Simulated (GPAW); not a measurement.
# Li/Mo(100): work function by functional and basis

How far do functional and basis move the work function of Li/Mo(100)?

Main program and level: GPAW 26.7.0; GPAW, PAW setups; slab in vacuum, relaxation, in the first sound run; inputs show where later runs differ.

### Step 1. The structure

The cell holds 6 atoms: 5 Mo and 1 Li. Cell: a = 3.150 Å, b = 3.150 Å, c = 22.251 Å, α = 90.0°, β = 90.0°, γ = 90.0°. Vacuum lies along c.

### Step 2. Relaxation

The atoms are relaxed first, since the surface dipole, and with it the work function, follows the positions of the outer layers. The lowest 3 atoms are held at bulk positions and keep their forces.

run.py reads:

```python
import json
import numpy as np
from ase import Atoms
from ase.constraints import FixAtoms
from ase.optimize import BFGS
from gpaw import GPAW, PW

slab = Atoms(
    ['Mo', 'Mo', 'Mo', 'Mo', 'Mo', 'Li'],
    positions=[
        [0.00000, 0.00000, 7.00000],
        [1.57500, 1.57500, 8.57500],
        [0.00000, 0.00000, 10.15000],
        [1.57500, 1.57500, 11.72500],
        [0.00000, 0.00000, 13.30000],
        [1.57500, 1.57500, 15.25097]],
    cell=[[3.15, 0.0, 0.0], [0.0, 3.15, 0.0], [0.0, 0.0, 22.25097]],
    pbc=[True, True, False])

slab.calc = GPAW(mode=PW(400), xc='PBE', kpts={'size': (10, 10, 1), 'gamma': True},
                 occupations={'name': 'fermi-dirac', 'width': 0.1}, nbands='300%',
                 convergence={'density': 1e-05}, maxiter=200,
                 poissonsolver={'dipolelayer': 'xy'},
                 symmetry={'tolerance': 1e-3, 'extra_ids': [1, 1, 1, 0, 0, 0]}, txt='slab.txt')
result = {}
slab.set_constraint(FixAtoms([0, 1, 2]))
path = []
opt = BFGS(slab, maxstep=0.2)
opt.attach(lambda: path.append((slab.get_potential_energy(), slab.positions.tolist(), slab.get_forces().tolist())))
result['relaxed'] = bool(opt.run(fmax=0.03, steps=40))
result['path'] = path
energy = slab.get_potential_energy()
fermi = slab.calc.get_fermi_level()
v = slab.calc.get_electrostatic_potential().mean((0, 1)) - fermi
n = slab.calc.get_pseudo_density().mean((0, 1))
L = slab.cell[2, 2]
z = np.arange(len(v)) * L / len(v)
low, high = slab.positions[:, 2].min(), slab.positions[:, 2].max()
below, above = np.interp([low - 4.8, high + 4.8], z, v)
slopes = [np.interp(x, z, np.gradient(v, z)) for x in (low - 4.8, high + 4.8)]
eps = np.array([[slab.calc.get_eigenvalues(k, s) for k in range(len(slab.calc.get_ibz_k_points()))]
                for s in range(slab.calc.get_number_of_spins())]) - fermi
top, bottom = eps[eps < 0].max(), eps[eps > 0].min()
dipole = slab.get_dipole_moment()[2]
print(f'energy {energy:.4f} eV, Fermi level {fermi:.4f} eV, dipole {dipole:.5f} e A')
print(f'potential 4.8 A off the faces, from the Fermi level: lower {below:.4f} eV, upper {above:.4f} eV')
print(f'slope of the potential there: lower {slopes[0]:.5f}, upper {slopes[1]:.5f} eV/A')
print(f'nearest levels on the mesh: {top:.4f} and {bottom:.4f} eV')
print('magnetic moment', round(slab.get_magnetic_moment(), 3))
result.update(energy=energy, fermi=fermi, dipole=dipole, below=below, above=above, slopes=slopes, edges=[top, bottom],
              z=z.tolist(), v=v.tolist(), n=n.tolist(), positions=slab.positions.tolist(),
              forces=slab.get_forces(apply_constraint=False).tolist(), moments=slab.get_magnetic_moments().tolist())
json.dump(result, open('result.json', 'w'))
```

The run is started by

```console
$ OMP_NUM_THREADS=1 OPENBLAS_NUM_THREADS=1 python run.py
```

Log:

```text
Step          Energy          fmax
BFGS:    0      -54.669199        0.762851
BFGS:    1      -54.683567        0.614692
BFGS:    2      -54.714523        0.271754
BFGS:    3      -54.715807        0.264303
BFGS:    4      -54.721255        0.225623
BFGS:    5      -54.729923        0.249932
BFGS:    6      -54.738984        0.282278
BFGS:    7      -54.743673        0.165840
BFGS:    8      -54.744537        0.058636
BFGS:    9      -54.744633        0.047776
BFGS:   10      -54.744773        0.047434
BFGS:   11      -54.744895        0.028627
energy -54.6438 eV, Fermi level 2.8505 eV, dipole 0.04794 e A
potential 4.8 A off the faces, from the Fermi level: lower 3.9662 eV, upper 3.0931 eV
slope of the potential there: lower -0.00258, upper 0.00169 eV/A
nearest levels on the mesh: -0.0067 and 0.0091 eV
magnetic moment 0.0
```

Elapsed: 51 min, on 1 thread of Arm Neoverse V1, shared host; peak memory 0.34 GiB.

Relaxation path:

```csv
step,energy less that of the first step (eV),largest force (eV/Å)
1,0.0000,0.7629
2,-0.0136,0.6147
3,-0.0419,0.2718
4,-0.0434,0.2643
5,-0.0496,0.2256
6,-0.0595,0.2499
7,-0.0697,0.2823
8,-0.0746,0.1658
9,-0.0753,0.0586
10,-0.0753,0.0478
11,-0.0754,0.0474
12,-0.0755,0.0286
```

The atoms that moved most (Å):

```csv
atom,dx,dy,dz,length
Li6,0.000,0.000,-0.225,0.225
Mo5,0.000,0.000,-0.097,0.097
Mo4,0.000,0.000,0.035,0.035
```

The relaxed structure:

```
Mo Li
1.0
     3.15000    0.00000    0.00000
     0.00000    3.15000    0.00000
     0.00000    0.00000   22.25097
Mo Li
5 1
Cartesian
  0.0000 0.0000 7.0000
  1.5750 1.5750 8.5750
  0.0000 0.0000 10.1500
  1.5750 1.5750 11.7601
  0.0000 0.0000 13.2030
  1.5750 1.5750 15.0265
```

This step gave:

```
dipole along the normal                    : 0.04794 e·Å
levels nearest the Fermi level on the mesh : -0.006726, 0.009078 eV from the Fermi level
upper work function                        : 3.093 eV
lower work function                        : 3.966 eV
```

The electrostatic potential energy of an electron (without an applied field's), less the Fermi level, planar mean oscillates, so the rows of the table below give means over windows of 1.59 Å about each position, cut where the curve ends. Its maxima inside the range that stand out by 2 % of the span (Å: eV): 7.7: -7.51, 9.3: -7.94, 10.9: -7.43, 12.5: -9.72, 14.4: -0.337. Its minima: 7.0: -19.1, 8.6: -19.7, 10.2: -19.7, 11.8: -19.8, 13.1: -19.1, 15.0: -1.86.

Electrostatic potential energy of an electron (without an applied field's), less the Fermi level, planar mean against z; means over each step:

z (Å), electrostatic potential energy of an electron (without an applied field's), less the Fermi level, planar mean (eV) and a bar from the least value:
```
     0.80        3.9 ##############################
     2.39        4.0 ##############################
     3.98        3.9 ##############################
     5.57        1.4 ##########################
     7.16      -12.6 ##
     8.75      -13.4 #
    10.34      -13.3 #
    11.93      -14.0 
    13.52      -10.9 #####
    15.11       -0.6 ######################
    16.70        2.5 ############################
    18.29        3.1 #############################
    19.88        3.1 #############################
    21.47        3.1 #############################
```

The pseudo valence density, planar mean by z:

```csv
z (Å),"pseudo valence density, planar mean (e/Å³)"
0.00,0
0.64,0
1.27,4.3e-6
1.70,1.0e-5
2.33,4.0e-5
2.97,1.6e-4
3.60,6.1e-4
4.24,0.00237
4.66,0.00587
5.30,0.0227
5.93,0.102
6.57,0.658
7.21,1.20
7.84,0.498
8.26,0.990
8.90,0.953
9.54,0.538
10.17,1.46
10.81,0.496
11.23,0.608
11.87,1.40
12.50,0.578
13.14,1.43
13.77,0.455
14.20,0.174
14.83,0.0667
15.47,0.0421
16.11,0.0183
16.74,0.00710
17.38,0.00233
17.80,0.00105
18.44,3.0e-4
19.07,8.4e-5
19.71,2.3e-5
20.34,5.8e-6
20.77,2.3e-6
21.40,0
22.04,0
```

The relaxation lowered the energy of the cell by 0.0755 eV (energies extrapolated to zero smearing; the optimiser's log prints free energies). The largest force left on a free atom is 0.029 eV/Å.

### Step 3. Plane waves, PBE

With the geometry fixed, the planar mean of the potential gives the vacuum level on each side.

This step: GPAW, PAW setups; slab in vacuum (GPAW 26.7.0).

Edit run.py of step 2 so:

```diff
@@ -3,4 +3,2 @@
 from ase import Atoms
-from ase.constraints import FixAtoms
-from ase.optimize import BFGS
 from gpaw import GPAW, PW
@@ -13,5 +11,5 @@
         [0.00000, 0.00000, 10.15000],
-        [1.57500, 1.57500, 11.72500],
-        [0.00000, 0.00000, 13.30000],
-        [1.57500, 1.57500, 15.25097]],
+        [1.57500, 1.57500, 11.76008],
+        [0.00000, -0.00000, 13.20301],
+        [1.57500, 1.57500, 15.02646]],
     cell=[[3.15, 0.0, 0.0], [0.0, 3.15, 0.0], [0.0, 0.0, 22.25097]],
@@ -23,10 +21,4 @@
                  poissonsolver={'dipolelayer': 'xy'},
-                 symmetry={'tolerance': 1e-3, 'extra_ids': [1, 1, 1, 0, 0, 0]}, txt='slab.txt')
+                 symmetry={'tolerance': 1e-3}, txt='slab.txt')
 result = {}
-slab.set_constraint(FixAtoms([0, 1, 2]))
-path = []
-opt = BFGS(slab, maxstep=0.2)
-opt.attach(lambda: path.append((slab.get_potential_energy(), slab.positions.tolist(), slab.get_forces().tolist())))
-result['relaxed'] = bool(opt.run(fmax=0.03, steps=40))
-result['path'] = path
 energy = slab.get_potential_energy()
```

Log:

```text
energy -54.6438 eV, Fermi level 2.8505 eV, dipole 0.04796 e A
potential 4.8 A off the faces, from the Fermi level: lower 3.9664 eV, upper 3.0931 eV
slope of the potential there: lower -0.00258, upper 0.00169 eV/A
nearest levels on the mesh: -0.0067 and 0.0091 eV
magnetic moment 0.0
```

The job ended after 6.6 min (1 thread; peak memory 0.34 GiB).

Numbers from this step:

* dipole along the normal: 0.04796 e·Å
* levels nearest the Fermi level on the mesh: -0.006681, 0.009103 eV from the Fermi level

The electrostatic potential energy of an electron (without an applied field's), less the Fermi level, planar mean oscillates, so the rows of the table below give means over windows of 1.59 Å about each position, cut where the curve ends. Its maxima inside the range that stand out by 2 % of the span (Å: eV): 7.7: -7.51, 9.3: -7.94, 10.9: -7.43, 12.5: -9.72, 14.4: -0.337. Its minima: 7.0: -19.1, 8.6: -19.7, 10.2: -19.7, 11.8: -19.8, 13.1: -19.1, 15.0: -1.86.

Electrostatic potential energy of an electron (without an applied field's), less the Fermi level, planar mean against z; means over each step:

```csv
z (Å),"electrostatic potential energy of an electron (without an applied field's), less the Fermi level, planar mean (eV)"
0.80,3.92
2.39,3.96
3.98,3.88
5.57,1.41
7.16,-12.6
8.75,-13.4
10.34,-13.3
11.93,-14.0
13.52,-10.9
15.11,-0.637
16.70,2.52
18.29,3.07
19.88,3.09
21.47,3.12
```

The pseudo valence density, planar mean oscillates, so the rows of the table below give means over windows of 1.59 Å about each position, cut where the curve ends. Its maxima inside the range that stand out by 2 % of the span (Å: e/Å³): 7.0: 1.44, 8.5: 1.40, 10.2: 1.46, 11.9: 1.40, 13.1: 1.43. Its minima: 7.8: 0.498, 9.3: 0.485, 11.0: 0.468, 12.5: 0.578.

Table of pseudo valence density, planar mean by z; means over each step:

z (Å), pseudo valence density, planar mean (e/Å³) and a bar:
```
     2.39       0.00 
     3.98       0.00 
     5.57       0.08 ###
     7.16       0.86 ############################
     8.75       0.89 #############################
    10.34       0.89 #############################
    11.93       0.93 ##############################
    13.52       0.78 #########################
    15.11       0.06 ##
    16.70       0.01 
    18.29       0.00 
    19.88       0.00
```

Force by atom:

```csv
atom,x (eV/Å),y (eV/Å),z (eV/Å),size
Mo1,0.00,0.00,1.14,1.14
Mo2,0.00,0.00,-1.00,1.00
Mo3,0.00,0.00,-0.12,0.12
Mo4,0.00,0.00,-0.03,0.03
Mo5,0.00,0.00,0.01,0.01
Li6,0.00,0.00,-0.01,0.01
```

The potential is flat to 0.003 eV/Å where it is read, so the vacuum is wide enough.

### Step 4. Self-consistent run: xc = "LDA"

The same geometry under LDA, to see how far the functional moves the levels against the vacuum.

Edit run.py of step 3 so:

```diff
@@ -17,3 +17,3 @@
 
-slab.calc = GPAW(mode=PW(400), xc='PBE', kpts={'size': (10, 10, 1), 'gamma': True},
+slab.calc = GPAW(mode=PW(400), xc='LDA', kpts={'size': (10, 10, 1), 'gamma': True},
                  occupations={'name': 'fermi-dirac', 'width': 0.1}, nbands='300%',
```

Log:

```text
energy -60.4596 eV, Fermi level 2.6268 eV, dipole 0.05974 e A
potential 4.8 A off the faces, from the Fermi level: lower 4.2841 eV, upper 3.1958 eV
slope of the potential there: lower -0.00210, upper 0.00163 eV/A
nearest levels on the mesh: -0.0239 and 0.0020 eV
magnetic moment 0.0
```

Run time: 6.4 min. Hardware: 1 thread; peak memory 0.34 GiB.

Numbers from this step:

- dipole along the normal: 0.05974 e·Å
- levels nearest the Fermi level on the mesh: -0.02387, 0.002001 eV from the Fermi level
- upper work function: 3.196 eV
- lower work function: 4.284 eV

The electrostatic potential energy of an electron (without an applied field's), less the Fermi level, planar mean oscillates, so the rows of the table below give means over windows of 1.59 Å about each position, cut where the curve ends. Its maxima inside the range that stand out by 2 % of the span (Å: eV): 0.7: 4.28, 7.7: -7.22, 9.3: -7.64, 10.9: -7.13, 12.5: -9.42, 14.4: -0.107. Its minima: 7.0: -18.9, 8.6: -19.4, 10.2: -19.5, 11.8: -19.6, 13.1: -18.9, 15.0: -1.71.

Electrostatic potential energy of an electron (without an applied field's), less the Fermi level, planar mean against z; means over each step:

```csv
z (Å),"electrostatic potential energy of an electron (without an applied field's), less the Fermi level, planar mean (eV)"
0.80,4.22
2.39,4.28
3.98,4.21
5.57,1.71
7.16,-12.3
8.75,-13.1
10.34,-13.1
11.93,-13.8
13.52,-10.7
15.11,-0.482
16.70,2.62
18.29,3.17
19.88,3.20
21.47,3.23
```

The pseudo valence density, planar mean oscillates, so the rows of the table below give means over windows of 1.59 Å about each position, cut where the curve ends. Its maxima inside the range that stand out by 2 % of the span (Å: e/Å³): 7.0: 1.44, 8.5: 1.39, 10.2: 1.46, 11.9: 1.40, 13.1: 1.43. Its minima: 7.8: 0.500, 9.3: 0.488, 11.0: 0.471, 12.5: 0.581.

Pseudo valence density, planar mean against z; means over each step:

```csv
z (Å),"pseudo valence density, planar mean (e/Å³)"
2.39,6.4e-5
3.98,0.00221
5.57,0.0816
7.16,0.860
8.75,0.890
10.34,0.886
11.93,0.927
13.52,0.781
15.11,0.0631
16.70,0.00938
18.29,6.3e-4
19.88,2.5e-5
```

Force by atom:

```csv
atom,x (eV/Å),y (eV/Å),z (eV/Å),size
Mo1,0.00,0.00,1.91,1.91
Mo2,0.00,0.00,-0.95,0.95
Mo3,0.00,0.00,-0.12,0.12
Mo4,0.00,0.00,0.02,0.02
Mo5,0.00,0.00,-0.67,0.67
Li6,0.00,0.00,-0.19,0.19
```

The upper face's work function is 3.196 eV, against 3.093 eV in the first plane-wave PBE run at this geometry.

### Step 5. Self-consistent run: xc = "RPBE"

The same geometry under RPBE, to see how far the functional moves the levels against the vacuum.

Edit run.py of step 4 so:

```diff
@@ -17,3 +17,3 @@
 
-slab.calc = GPAW(mode=PW(400), xc='LDA', kpts={'size': (10, 10, 1), 'gamma': True},
+slab.calc = GPAW(mode=PW(400), xc='RPBE', kpts={'size': (10, 10, 1), 'gamma': True},
                  occupations={'name': 'fermi-dirac', 'width': 0.1}, nbands='300%',
```

Log:

```text
energy -51.8668 eV, Fermi level 2.9486 eV, dipole 0.04200 e A
potential 4.8 A off the faces, from the Fermi level: lower 3.7900 eV, upper 3.0255 eV
slope of the potential there: lower -0.00305, upper 0.00187 eV/A
nearest levels on the mesh: -0.0317 and 0.0042 eV
magnetic moment 0.0
```

Wall time 6.8 min (1 thread); peak memory 0.34 GiB.

This step gave:

| Property | Result |
| --- | --- |
| dipole along the normal | 0.04200 e·Å |
| levels nearest the Fermi level on the mesh | -0.03167, 0.004231 eV from the Fermi level |
| upper work function | 3.026 eV |
| lower work function | 3.790 eV |

The electrostatic potential energy of an electron (without an applied field's), less the Fermi level, planar mean oscillates, so the rows of the table below give means over windows of 1.59 Å about each position, cut where the curve ends. Its maxima inside the range that stand out by 2 % of the span (Å: eV): 7.7: -7.59, 9.3: -8.02, 10.9: -7.51, 12.5: -9.79, 14.4: -0.432. Its minima: 7.0: -19.2, 8.6: -19.7, 10.2: -19.8, 11.8: -19.9, 13.1: -19.2, 15.0: -1.94.

Table of electrostatic potential energy of an electron (without an applied field's), less the Fermi level, planar mean by z; means over each step:

```csv
z (Å),"electrostatic potential energy of an electron (without an applied field's), less the Fermi level, planar mean (eV)"
0.80,3.75
2.39,3.79
3.98,3.70
5.57,1.26
7.16,-12.6
8.75,-13.4
10.34,-13.4
11.93,-14.1
13.52,-11.0
15.11,-0.715
16.70,2.45
18.29,3.00
19.88,3.03
21.47,3.05
```

The upper face's work function is 3.026 eV, against 3.093 eV in the first plane-wave PBE run at this geometry.

### Step 6. Self-consistent run: xc = "vdW-DF2"

The same geometry under vdW-DF2, to see how far the functional moves the levels against the vacuum (the van der Waals functionals take revPBE setups).

Edit run.py of step 5 so:

```diff
@@ -17,3 +17,3 @@
 
-slab.calc = GPAW(mode=PW(400), xc='RPBE', kpts={'size': (10, 10, 1), 'gamma': True},
+slab.calc = GPAW(mode=PW(400), xc='vdW-DF2', kpts={'size': (10, 10, 1), 'gamma': True},
                  occupations={'name': 'fermi-dirac', 'width': 0.1}, nbands='300%',
```

Log:

```text
energy -466.5311 eV, Fermi level 2.7833 eV, dipole 0.06420 e A
potential 4.8 A off the faces, from the Fermi level: lower 4.4064 eV, upper 3.2369 eV
slope of the potential there: lower -0.00416, upper 0.00325 eV/A
nearest levels on the mesh: -0.0136 and 0.0169 eV
magnetic moment 0.0
```

Wall time 6.9 min (1 thread); peak memory 0.46 GiB.

This step gave:

```
dipole along the normal                    : 0.06420 e·Å
levels nearest the Fermi level on the mesh : -0.01357, 0.01693 eV from the Fermi level
upper work function                        : 3.237 eV
lower work function                        : 4.406 eV
```

The electrostatic potential energy of an electron (without an applied field's), less the Fermi level, planar mean oscillates, so the rows of the table below give means over windows of 1.59 Å about each position, cut where the curve ends. Its maxima inside the range that stand out by 2 % of the span (Å: eV): 0.5: 4.41, 7.7: -7.74, 9.3: -8.18, 10.9: -7.69, 12.5: -9.94, 14.4: -0.392. Its minima: 7.0: -19.3, 8.6: -19.9, 10.2: -19.9, 11.8: -20.0, 13.1: -19.3, 15.0: -1.89.

The electrostatic potential energy of an electron (without an applied field's), less the Fermi level, planar mean by z; means over each step:

```csv
z (Å),"electrostatic potential energy of an electron (without an applied field's), less the Fermi level, planar mean (eV)"
0.80,4.34
2.39,4.40
3.98,4.29
5.57,1.57
7.16,-12.7
8.75,-13.6
10.34,-13.5
11.93,-14.3
13.52,-11.0
15.11,-0.670
16.70,2.56
18.29,3.20
19.88,3.24
21.47,3.28
```

The upper face's work function is 3.237 eV, against 3.093 eV in the first plane-wave PBE run at this geometry.

### Step 7. Self-consistent run: xc = "revPBE"

The same geometry under revPBE, to see how far the functional moves the levels against the vacuum.

Edit run.py of step 6 so:

```diff
@@ -17,3 +17,3 @@
 
-slab.calc = GPAW(mode=PW(400), xc='vdW-DF2', kpts={'size': (10, 10, 1), 'gamma': True},
+slab.calc = GPAW(mode=PW(400), xc='revPBE', kpts={'size': (10, 10, 1), 'gamma': True},
                  occupations={'name': 'fermi-dirac', 'width': 0.1}, nbands='300%',
```

Log:

```text
energy -52.4136 eV, Fermi level 2.9362 eV, dipole 0.04367 e A
potential 4.8 A off the faces, from the Fermi level: lower 3.8124 eV, upper 3.0175 eV
slope of the potential there: lower -0.00280, upper 0.00181 eV/A
nearest levels on the mesh: -0.0316 and 0.0030 eV
magnetic moment 0.0
```

The job ended after 6.8 min (1 thread; peak memory 0.34 GiB).

This step gave:

```
dipole along the normal                    : 0.04367 e·Å
levels nearest the Fermi level on the mesh : -0.03160, 0.003037 eV from the Fermi level
upper work function                        : 3.017 eV
lower work function                        : 3.812 eV
```

The electrostatic potential energy of an electron (without an applied field's), less the Fermi level, planar mean oscillates, so the rows of the table below give means over windows of 1.59 Å about each position, cut where the curve ends. Its maxima inside the range that stand out by 2 % of the span (Å: eV): 7.7: -7.57, 9.3: -7.99, 10.9: -7.48, 12.5: -9.77, 14.4: -0.422. Its minima: 7.0: -19.2, 8.6: -19.7, 10.2: -19.8, 11.8: -19.9, 13.1: -19.2, 15.0: -1.94.

Table of electrostatic potential energy of an electron (without an applied field's), less the Fermi level, planar mean by z; means over each step:

```csv
z (Å),"electrostatic potential energy of an electron (without an applied field's), less the Fermi level, planar mean (eV)"
0.80,3.77
2.39,3.81
3.98,3.73
5.57,1.29
7.16,-12.6
8.75,-13.4
10.34,-13.4
11.93,-14.1
13.52,-11.0
15.11,-0.714
16.70,2.45
18.29,2.99
19.88,3.02
21.47,3.04
```

The upper face's work function is 3.017 eV, against 3.093 eV in the first plane-wave PBE run at this geometry.

(Part 1 of 2 ends here.)

[Logs are printed without paths, hosts, clocks, repeated set-up lines and the standing remarks that a program may print on its own settings, such as how far it seeks lower states.]

[Hosts, paths, dates, database ids (printed as entryN), source tags and the programs' standing remarks are cut or masked in the printed files.]
